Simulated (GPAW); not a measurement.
Entries from a set of simulations; values are calculated unless marked as measured.

```json
{"subject": "A GW chain in GPAW: SnF4 (I4/mmm)", "lattice_ang": [[-2.025, 2.025, 3.965], [2.025, -2.025, 3.965], [2.025, 2.025, -3.965]], "atoms": [["Sn", 0.0, 0.0, 0.0], ["F", 0.237, 0.237, 0.0], ["F", 0.763, 0.763, 0.0], ["F", 0.5, 0.0, 0.5], ["F", 0.0, 0.5, 0.5]], "method": "DFT, LDA, plane waves, PAW (and 1 further level or step)", "program": "GPAW 26.7.0", "settings_of_one_run": "cutoff 600 eV, GPAW PAW setups 1.2.1 data release, 4×4×4 k-mesh, nbands 228", "cost": "3 runs, 2.6 min in all on 4 MPI ranks of Arm Neoverse V1, shared host (the runs of this entry)", "notes": "The cell and positions come from the Crystallography Open Database and are kept as given unless a step says otherwise. Limits: no spin-orbit coupling. Bands and cutoff are finite, so the gap is not at the basis limit. The miss can reach some tenths of an eV and take either sign; the mesh is an error of its own.", "results": {"lda_gap": "3.32 eV, indirect", "g0w0_gap_on_the_mesh": "7.27 eV", "gw_settings": "4×4×4 mesh, 101 bands, screening to 78 eV, Godby-Needs plasmon pole", "known_limits": "not at the basis limit; no spin-orbit coupling"}}
```

[Paths, hosts, dates, memory and timing lines, banners, echoed tables and standing remarks are left out of the program output.]

[Logs are printed without paths, hosts, clocks, repeated set-up lines and the standing remarks that a program may print on its own settings, such as how far it seeks lower states.]

[Runs of the session that timed out or met a known fault of the program may be left out.]

[Hosts, paths, dates, database ids (printed as entryN), source tags and the programs' standing remarks are cut or masked in the printed files.]
